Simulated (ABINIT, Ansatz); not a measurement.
# How the form of the self-energy moves the gap of GaN (P6_3mc)

How much does the gap of GaN (P6_3mc) depend on the approximation to the self-energy?

Method: LDA and many-body steps on it, plane waves, in ABINIT 10.8.3.

The database entry behind the starting cell differs from later determinations by our own check (about 0.3 % short, ideal inner coordinate), so it need not match the best structure at ambient conditions.

### 1. Starting point

It takes space group P6_3mc (No. 186, hexagonal). Conventional cell: a = 3.180 Å, b = 3.180 Å, c = 5.166 Å, α = 90.00°, β = 90.00°, γ = 120.00°. Ga has 4 N at 1.94 to 1.95 Å nearest. Nearest to N lie 4 Ga at 1.94 to 1.95 Å. Farther neighbours and most contacts between anions are not listed.

The cell and positions come from the Crystallography Open Database and are kept as given unless a step says otherwise.

### 2. Empty states on the mesh, 3×3×2 mesh, 161 bands

This step: ABINIT 10.8.3; DFT, LDA, plane waves, norm-conserving pseudopotentials.

The sums over transitions need many empty states on a uniform mesh; this step solves for them.

run.abi reads:

```
acell 3*1.0 Angstrom
rprim 
  3.179999999980 0.000000000005 0.000000000000
  -1.589999999994 2.753960784015 0.000000000000
  0.000000000000 0.000000000000 5.166000000000
ntypat 2
znucl 31 7
natom 4
typat 1 1 2 2
xred 
  0.333333333333 0.666666666667 0.000000000000
  0.666666666667 0.333333333333 0.500000000000
  0.333333333333 0.666666666667 0.375000000000
  0.666666666667 0.333333333333 0.875000000000
pp_dirpath "pseudos"
pseudos "Ga.upf, N.upf"
ecut 36
ngkpt 3 3 2
nshiftk 1
shiftk 0 0 0
kptopt 1
chksymbreak 0
irdden 1
istwfk *1
nband 161
prtvol 0
optdriver 6
gwr_task "HDIAGO"
paral_kgb 0
occopt 1
indata_prefix "in"
outdata_prefix "out"
tmpdata_prefix "tmp"
```

On the command line:

```bash
$ OMP_NUM_THREADS=1 mpirun -n 4 abinit run.abi > log
```

The program printed:

```text
.Version 10.8.3 of ABINIT. v10.8.2 released Aug 2026.

 Symmetries : space group P6_3 m c (#186); Bravais hP (primitive hexag.)
[... echo of the input left out ...]
== DATASET  1 ==================================================================
-   mpi_nproc: 4, omp_nthreads: 1 (-1 if OMP is not activated)

--- !DatasetInfo
iteration_state: {dtset: 1, }
dimensions: {natom: 4, nkpt: 6, mband: 161, nsppol: 1, nspinor: 1, nspden: 1, mpw: 3162, }
cutoff_energies: {ecut:  36.0, pawecutdg:  -1.0, }
[...]
Direct band gap semiconductor
 Fundamental gap:     2.009 (eV)
   VBM:     5.109 (eV) at k: [ 0.0000E+00,  0.0000E+00,  0.0000E+00]
   CBM:     7.118 (eV) at k: [ 0.0000E+00,  0.0000E+00,  0.0000E+00]
 Direct gap:         2.009 (eV) at k: [ 0.0000E+00,  0.0000E+00,  0.0000E+00]

== END DATASET(S) ==============================================================
================================================================================

 -outvars: echo values of variables after computation  --------
           etotal      0.0000000000E+00
            nband         161
             nkpt           6
          spgroup         186
 [... the other variables as echoed above ...]

 Calculation completed.
```

The job ended after 42 s (4 MPI ranks of Arm Neoverse V2, shared host; peak memory 2.4 GiB).

This step gave:

| Item | Value |
| --- | --- |
| gap | 2.009 eV |
| k of the valence top | 0, 0, 0 |
| k of the conduction bottom | 0, 0, 0 |
| least direct gap | 2.009 eV |
| k points computed | 6 |
| lowest point of the top converged band, above the valence top | 109.3194 eV |

On this mesh the gap is 2.009 eV.

The density comes from a self-consistent run that is not shown.

### 3. Screening, 3×3×2 mesh, 73 bands, screening to 141.5 eV

The RPA dielectric matrix is built and inverted for each q.

This step: RPA screening on LDA, plane waves, norm-conserving pseudopotentials.

Changes to run.abi since step 2:

```diff
@@ -22,10 +22,11 @@
 chksymbreak 0
-irdden 1
 istwfk *1
-nband 161
-prtvol 0
-optdriver 6
-gwr_task "HDIAGO"
-paral_kgb 0
 occopt 1
+irdwfk 1
+optdriver 3
+nband 73
+ecuteps 5.2
+inclvkb 2
+awtr 1
+symchi 1
 indata_prefix "in"
```

The program printed:

```text
.Version 10.8.3 of ABINIT. v10.8.2 released Aug 2026.

 Symmetries : space group P6_3 m c (#186); Bravais hP (primitive hexag.)
[... echo of the input left out ...]
== DATASET  1 ==================================================================
-   mpi_nproc: 4, omp_nthreads: 1 (-1 if OMP is not activated)

--- !DatasetInfo
iteration_state: {dtset: 1, }
dimensions: {natom: 4, nkpt: 6, mband: 73, nsppol: 1, nspinor: 1, nspden: 1, mpw: 3162, }
cutoff_energies: {ecut:  36.0, pawecutdg:  -1.0, }
electrons: {nelect:   3.60000000E+01, charge:   0.00000000E+00, occopt:   1.00000000E+00, tsmear:   1.00000000E-02, }

 SCREENING: Calculation of the susceptibility and dielectric matrices

 Based on a program developped by R.W. Godby, V. Olevano, G. Onida, and L. Reining.
 Incorporated in ABINIT by V. Olevano, G.-M. Rignanese, and M. Torrent.
.Using double precision arithmetic ; gwpc =  8

[... cell and pseudopotentials left out ...]
--------------------------------------------------------------------------------

 ==== K-mesh for the wavefunctions ====
 Number of points in the irreducible wedge :     6
[... list of points left out ...]
 Together with 12 symmetry operations and time-reversal symmetry
 yields    18 points in the full Brillouin Zone.

 ==== Q-mesh for the screening function ====
 Number of points in the irreducible wedge :     6
[... list of points left out ...]
 Together with 12 symmetry operations and time-reversal symmetry
 yields    18 points in the full Brillouin Zone.

 setmesh: FFT mesh size selected  =    20x   20x   40
          total number of points  =        16000

 vcoul_init : cutoff-mode = AUXILIARY_FUNCTION
 q-points for optical limit:   1
     1)      0.000010    0.000020    0.000030

- screening: taking advantage of time-reversal symmetry
- Maximum band index for partially occupied states nbvw = 18
- Remaining bands to be divided among processors   nbcw = 55
- Number of bands treated by each node ~13

 Number of electrons calculated from density =   36.0000; Expected =   36.0000
 average of density, n =  0.117914
 r_s =    1.2651
 omega_plasma =   33.1237 [eV]

 calculating chi0 at frequencies [eV] :
  1    0.000000E+00    0.000000E+00
  2    0.000000E+00    3.312371E+01

--------------------------------------------------------------------------------
  q-point number  1        q = ( 0.000000, 0.000000, 0.000000) [r.l.u.]
--------------------------------------------------------------------------------
[... chi0 elements left out ...]
 For q-point:  0.000010 0.000020 0.000030
  dielectric constant =   9.3851
  dielectric constant without local fields =  10.0492

  Average fulfillment of the sum rule on Im[epsilon] for q-point    1 :     45.18  [%]
[... wings left out ...]
  q-point number  2        q = ( 0.333333, 0.000000, 0.000000) [r.l.u.]
--------------------------------------------------------------------------------
[... chi0 elements left out ...]
  Average fulfillment of the sum rule on Im[epsilon] for q-point    2 :     51.39  [%]

 [... 4 further q-points ...]
```

Elapsed: 6.6 s, on 4 MPI ranks; peak memory 0.52 GiB; 26 s of CPU time.

Numbers from this step:

* ε∞ with local fields, on this mesh, along the program's q direction: 9.385
* the same without local fields: 10.05
* plasma frequency: 33.12 eV
* plane waves in the screening matrix: 161

Local fields lower ε∞ by 7 %. On a Γ-centred mesh this coarse the value itself is usually too large, while a short band sum pulls it down.

### 4. G0W0, Godby-Needs plasmon pole

The self-energy is evaluated for the states that the input lists, and the levels follow from it, in one-shot runs by the linearised quasiparticle equation.

This step: G0W0 on LDA, plane waves, norm-conserving pseudopotentials.

Changes to run.abi since step 3:

```diff
@@ -25,8 +25,15 @@
 irdwfk 1
-optdriver 3
+optdriver 4
 nband 73
+gwcalctyp 0
+ecutsigx 36
+symsigma 1
+nkptgw 1
+kptgw 
+  0.0000000000 0.0000000000 0.0000000000
+bdgw 
+  17 20
 ecuteps 5.2
-inclvkb 2
-awtr 1
-symchi 1
+irdscr 1
+ppmodel 1
 indata_prefix "in"
```

The program printed:

```text
.Version 10.8.3 of ABINIT. v10.8.2 released Aug 2026.

 Symmetries : space group P6_3 m c (#186); Bravais hP (primitive hexag.)
[... echo of the input left out ...]
== DATASET  1 ==================================================================
-   mpi_nproc: 4, omp_nthreads: 1 (-1 if OMP is not activated)

--- !DatasetInfo
iteration_state: {dtset: 1, }
dimensions: {natom: 4, nkpt: 6, mband: 73, nsppol: 1, nspinor: 1, nspden: 1, mpw: 3162, }
cutoff_energies: {ecut:  36.0, pawecutdg:  -1.0, }
electrons: {nelect:   3.60000000E+01, charge:   0.00000000E+00, occopt:   1.00000000E+00, tsmear:   1.00000000E-02, }

 SIGMA: Calculation of the GW corrections

 Based on a program developped by R.W. Godby, V. Olevano, G. Onida, and L. Reining.
 Incorporated in ABINIT by V. Olevano, G.-M. Rignanese, and M. Torrent.
.Using double precision arithmetic ; gwpc =  8

[... cell and pseudopotentials left out ...]
--------------------------------------------------------------------------------

 ==== K-mesh for the wavefunctions ====
 Number of points in the irreducible wedge :     6
[... list of points left out ...]
 Together with 12 symmetry operations and time-reversal symmetry
 yields    18 points in the full Brillouin Zone.

 ==== Q-mesh for screening function ====
 Number of points in the irreducible wedge :     6
[... list of points left out ...]
 Together with 12 symmetry operations and time-reversal symmetry
 yields    18 points in the full Brillouin Zone.

 vcoul_init : cutoff-mode = AUXILIARY_FUNCTION
 q-points for optical limit:   1
     1)      0.000010    0.000020    0.000030
 setmesh: FFT mesh size selected  =    30x   30x   54
          total number of points  =        48600

 Number of electrons calculated from density =   36.0000; Expected =   36.0000
 average of density, n =  0.117914
 r_s =    1.2651
 omega_plasma =   33.1237 [eV]

 === KS Band Gaps ===
  >>>> For spin  1
   Minimum direct gap =   2.0090 [eV], located at k-point      :   0.0000  0.0000  0.0000
   Fundamental gap    =   2.0090 [eV], Top of valence bands at :   0.0000  0.0000  0.0000
                                       Bottom of conduction at :   0.0000  0.0000  0.0000
 SIGMA fundamental parameters:
 PLASMON POLE MODEL  1
 number of plane-waves for SigmaX                 3153
 number of plane-waves for SigmaC and W            161
 number of plane-waves for wavefunctions          3153
 number of bands                                    73
 number of independent spin polarizations            1
 number of spinorial components                      1
 number of k-points in IBZ                           6
 number of q-points in IBZ                           6
 number of symmetry operations                      12
 number of k-points in BZ                           18
 number of q-points in BZ                           18
 number of frequencies for dSigma/dE                 9
 frequency step for dSigma/dE [eV]                0.25
 number of omega for Sigma on real axis              0
 max omega for Sigma on real axis  [eV]           0.00
 zcut for avoiding poles [eV]                     0.10

 EPSILON^-1 parameters (SCR file):
 dimension of the eps^-1 matrix on file            161
 dimension of the eps^-1 matrix used               161
 number of plane-waves for wavefunctions          3153
 number of bands                                    73
 number of q-points in IBZ                           6
 number of frequencies                               2
 number of real frequencies                          1
 number of imag frequencies                          1

 matrix elements of self-energy operator (all in [eV])

 Perturbative Calculation

--- !SelfEnergy_ee
iteration_state: {dtset: 1, }
kpoint     : [   0.000,    0.000,    0.000, ]
spin       : 1
KS_gap     :    2.009
QP_gap     :    2.486
Delta_QP_KS:    0.477
data: !SigmaeeData |
     Band     E0 <VxcDFT>   SigX SigC(E0)      Z dSigC/dE  Sig(E)    E-E0       E
       17   5.109 -18.269 -21.356   3.601   0.796  -0.256 -17.859   0.410   5.519
       18   5.109 -18.269 -21.356   3.601   0.796  -0.256 -17.859   0.410   5.519
       19   7.118 -14.315  -9.563  -3.667   0.817  -0.223 -13.428   0.887   8.005
       20   9.333 -13.895  -8.401  -4.193   0.827  -0.209 -12.820   1.076  10.409

== END DATASET(S) ==============================================================
================================================================================

 -outvars: echo values of variables after computation  --------
           etotal      0.0000000000E+00
            nband          73
             nkpt           6
          spgroup         186
 [... the other variables as echoed above ...]

 Calculation completed.
```

Wall time 2.5 s (4 MPI ranks); peak memory 0.12 GiB.

Numbers from this step:

```yaml
g0w0_gap_on_the_points_computed: 2.486 eV
starting_gap_on_the_mesh: 2.009 eV
k_of_the_valence_top: 0, 0, 0
k_of_the_conduction_bottom: 0, 0, 0
z_at_the_valence_top: 0.796
z_at_the_conduction_bottom: 0.817
least_direct_g0w0_gap_on_the_computed_points: 2.486 eV
```

The gap on the mesh goes from 2.01 eV to 2.49 eV, a correction of +0.48 eV.

### 5. G0W0, Engel-Farid plasmon pole

Changes to run.abi since step 4:

```diff
@@ -37,3 +37,3 @@
 irdscr 1
-ppmodel 1
+ppmodel 4
 indata_prefix "in"
```

The program printed:

```text
.Version 10.8.3 of ABINIT. v10.8.2 released Aug 2026.

 Symmetries : space group P6_3 m c (#186); Bravais hP (primitive hexag.)
[... echo of the input left out ...]
== DATASET  1 ==================================================================
-   mpi_nproc: 4, omp_nthreads: 1 (-1 if OMP is not activated)

--- !DatasetInfo
iteration_state: {dtset: 1, }
dimensions: {natom: 4, nkpt: 6, mband: 73, nsppol: 1, nspinor: 1, nspden: 1, mpw: 3162, }
cutoff_energies: {ecut:  36.0, pawecutdg:  -1.0, }
electrons: {nelect:   3.60000000E+01, charge:   0.00000000E+00, occopt:   1.00000000E+00, tsmear:   1.00000000E-02, }

 SIGMA: Calculation of the GW corrections

 Based on a program developped by R.W. Godby, V. Olevano, G. Onida, and L. Reining.
 Incorporated in ABINIT by V. Olevano, G.-M. Rignanese, and M. Torrent.
.Using double precision arithmetic ; gwpc =  8

[... cell and pseudopotentials left out ...]
--------------------------------------------------------------------------------

 ==== K-mesh for the wavefunctions ====
 Number of points in the irreducible wedge :     6
[... list of points left out ...]
 Together with 12 symmetry operations and time-reversal symmetry
 yields    18 points in the full Brillouin Zone.

 ==== Q-mesh for screening function ====
 Number of points in the irreducible wedge :     6
[... list of points left out ...]
 Together with 12 symmetry operations and time-reversal symmetry
 yields    18 points in the full Brillouin Zone.

 vcoul_init : cutoff-mode = AUXILIARY_FUNCTION
 q-points for optical limit:   1
     1)      0.000010    0.000020    0.000030
 setmesh: FFT mesh size selected  =    30x   30x   54
          total number of points  =        48600

 Number of electrons calculated from density =   36.0000; Expected =   36.0000
[...]
number of k-points in IBZ                           6
 number of q-points in IBZ                           6
 number of symmetry operations                      12
 number of k-points in BZ                           18
 number of q-points in BZ                           18
 number of frequencies for dSigma/dE                 9
 frequency step for dSigma/dE [eV]                0.25
 number of omega for Sigma on real axis              0
 max omega for Sigma on real axis  [eV]           0.00
 zcut for avoiding poles [eV]                     0.10

 EPSILON^-1 parameters (SCR file):
 dimension of the eps^-1 matrix on file            161
 dimension of the eps^-1 matrix used               161
 number of plane-waves for wavefunctions          3153
 number of bands                                    73
 number of q-points in IBZ                           6
 number of frequencies                               2
 number of real frequencies                          1
 number of imag frequencies                          1

 matrix elements of self-energy operator (all in [eV])

 Perturbative Calculation

--- !SelfEnergy_ee
iteration_state: {dtset: 1, }
kpoint     : [   0.000,    0.000,    0.000, ]
spin       : 1
KS_gap     :    2.009
QP_gap     :    2.444
Delta_QP_KS:    0.435
data: !SigmaeeData |
     Band     E0 <VxcDFT>   SigX SigC(E0)      Z dSigC/dE  Sig(E)    E-E0       E
       17   5.109 -18.269 -21.356   3.492   0.814  -0.228 -17.939   0.330   5.439
       18   5.109 -18.269 -21.356   3.492   0.814  -0.228 -17.939   0.330   5.439
       19   7.118 -14.315  -9.563  -3.837   0.837  -0.195 -13.550   0.765   7.883
       20   9.333 -13.895  -8.401  -4.350   0.843  -0.186 -12.930   0.965  10.298

== END DATASET(S) ==============================================================
================================================================================

 -outvars: echo values of variables after computation  --------
           etotal      0.0000000000E+00
            nband          73
             nkpt           6
          spgroup         186
 [... the other variables as echoed above ...]

 Calculation completed.
```

It took 2.4 s on 4 MPI ranks; peak memory 0.12 GiB; 9.2 s of CPU time.

This step gave:

* G0W0 gap on the points computed: 2.444 eV
* starting gap on the mesh: 2.009 eV
* k of the valence top: 0, 0, 0
* k of the conduction bottom: 0, 0, 0
* Z at the valence top: 0.814
* Z at the conduction bottom: 0.837
* least direct G0W0 gap on the computed points: 2.444 eV

Against G0W0 in ABINIT (3×3×2 mesh, 73 bands, screening to 141.5 eV, Godby-Needs plasmon pole), the gap moves by −0.042 eV.

### 6. G0W0, Hybertsen-Louie plasmon pole

Changes to run.abi since step 5:

```diff
@@ -37,3 +37,3 @@
 irdscr 1
-ppmodel 4
+ppmodel 2
 indata_prefix "in"
```

The program printed:

```text
.Version 10.8.3 of ABINIT. v10.8.2 released Aug 2026.

 Symmetries : space group P6_3 m c (#186); Bravais hP (primitive hexag.)
[... echo of the input left out ...]
== DATASET  1 ==================================================================
-   mpi_nproc: 4, omp_nthreads: 1 (-1 if OMP is not activated)

--- !DatasetInfo
iteration_state: {dtset: 1, }
dimensions: {natom: 4, nkpt: 6, mband: 73, nsppol: 1, nspinor: 1, nspden: 1, mpw: 3162, }
cutoff_energies: {ecut:  36.0, pawecutdg:  -1.0, }
[...]
18   5.109 -18.269 -21.356   3.304   0.862  -0.161 -18.082   0.187   5.296
       19   7.118 -14.315  -9.563  -3.933   0.870  -0.149 -13.603   0.712   7.830
       20   9.333 -13.895  -8.401  -4.414   0.872  -0.147 -12.954   0.942  10.275

== END DATASET(S) ==============================================================
================================================================================

 -outvars: echo values of variables after computation  --------
           etotal      0.0000000000E+00
            nband          73
             nkpt           6
          spgroup         186
 [... the other variables as echoed above ...]

 Calculation completed.
```

Run time: 2.5 s. Hardware: 4 MPI ranks; peak memory 0.12 GiB.

Numbers from this step:

```yaml
g0w0_gap_on_the_points_computed: 2.534 eV
starting_gap_on_the_mesh: 2.009 eV
k_of_the_valence_top: 0, 0, 0
k_of_the_conduction_bottom: 0, 0, 0
least_direct_g0w0_gap_on_the_computed_points: 2.534 eV
```

Against G0W0 in ABINIT (3×3×2 mesh, 73 bands, screening to 141.5 eV, Godby-Needs plasmon pole), the gap moves by +0.048 eV.

### 7. One-shot COHSEX

This step: one-shot COHSEX on LDA, plane waves, norm-conserving pseudopotentials.

Changes to run.abi since step 6:

```diff
@@ -27,3 +27,3 @@
 nband 73
-gwcalctyp 0
+gwcalctyp 7
 ecutsigx 36
@@ -37,3 +37,2 @@
 irdscr 1
-ppmodel 2
 indata_prefix "in"
```

The program printed:

```text
.Version 10.8.3 of ABINIT. v10.8.2 released Aug 2026.

 Symmetries : space group P6_3 m c (#186); Bravais hP (primitive hexag.)
[... echo of the input left out ...]
== DATASET  1 ==================================================================
-   mpi_nproc: 4, omp_nthreads: 1 (-1 if OMP is not activated)

--- !DatasetInfo
iteration_state: {dtset: 1, }
dimensions: {natom: 4, nkpt: 6, mband: 73, nsppol: 1, nspinor: 1, nspden: 1, mpw: 3162, }
cutoff_energies: {ecut:  36.0, pawecutdg:  -1.0, }
[...]
18   5.109 -18.269 -21.356   0.982   1.000   0.000 -20.374  -2.104   3.005
       19   7.118 -14.315  -9.563  -5.292   1.000   0.000 -14.855  -0.540   6.578
       20   9.333 -13.895  -8.401  -5.887   1.000   0.000 -14.289  -0.393   8.940

== END DATASET(S) ==============================================================
================================================================================

 -outvars: echo values of variables after computation  --------
           etotal      0.0000000000E+00
            nband          73
             nkpt           6
          spgroup         186
 [... the other variables as echoed above ...]

 Calculation completed.
```

It took 2.1 s on 4 MPI ranks; peak memory 0.12 GiB; 8 s of CPU time.

This step gave:

* quasiparticle gap on the points computed: 3.573 eV
* starting gap on the mesh: 2.009 eV
* k of the valence top: 0, 0, 0
* k of the conduction bottom: 0, 0, 0
* least direct quasiparticle gap on the computed points: 3.573 eV

Against G0W0 in ABINIT (3×3×2 mesh, 73 bands, screening to 141.5 eV, Godby-Needs plasmon pole), the gap moves by +1.087 eV.

[end of part 1 of 2]

[Paths, hosts, dates, memory and timing lines, banners, echoed tables and standing remarks are left out of the program output.]

[Logs are printed without paths, hosts, clocks, repeated set-up lines and the standing remarks that a program may print on its own settings, such as how far it seeks lower states.]

[Runs of the session that timed out or met a known fault of the program may be left out.]

[No measured gap is set beside runs whose start may be inverted or whose files or cutoffs have a known fault.]

[Hosts, paths, dates, database ids (printed as entryN), source tags and the programs' standing remarks are cut or masked in the printed files.]

[G0W0 gaps are taken among the corrected bands and points alone; a level outside them can change the order at an edge.]

[Where Ansatz stands beside ABINIT at settings called matched, ABINIT's density can come from a denser mesh and the files from another edition; pairs whose starting gaps differed by over 0.03 eV were left out, so agreement reads better than it is.]
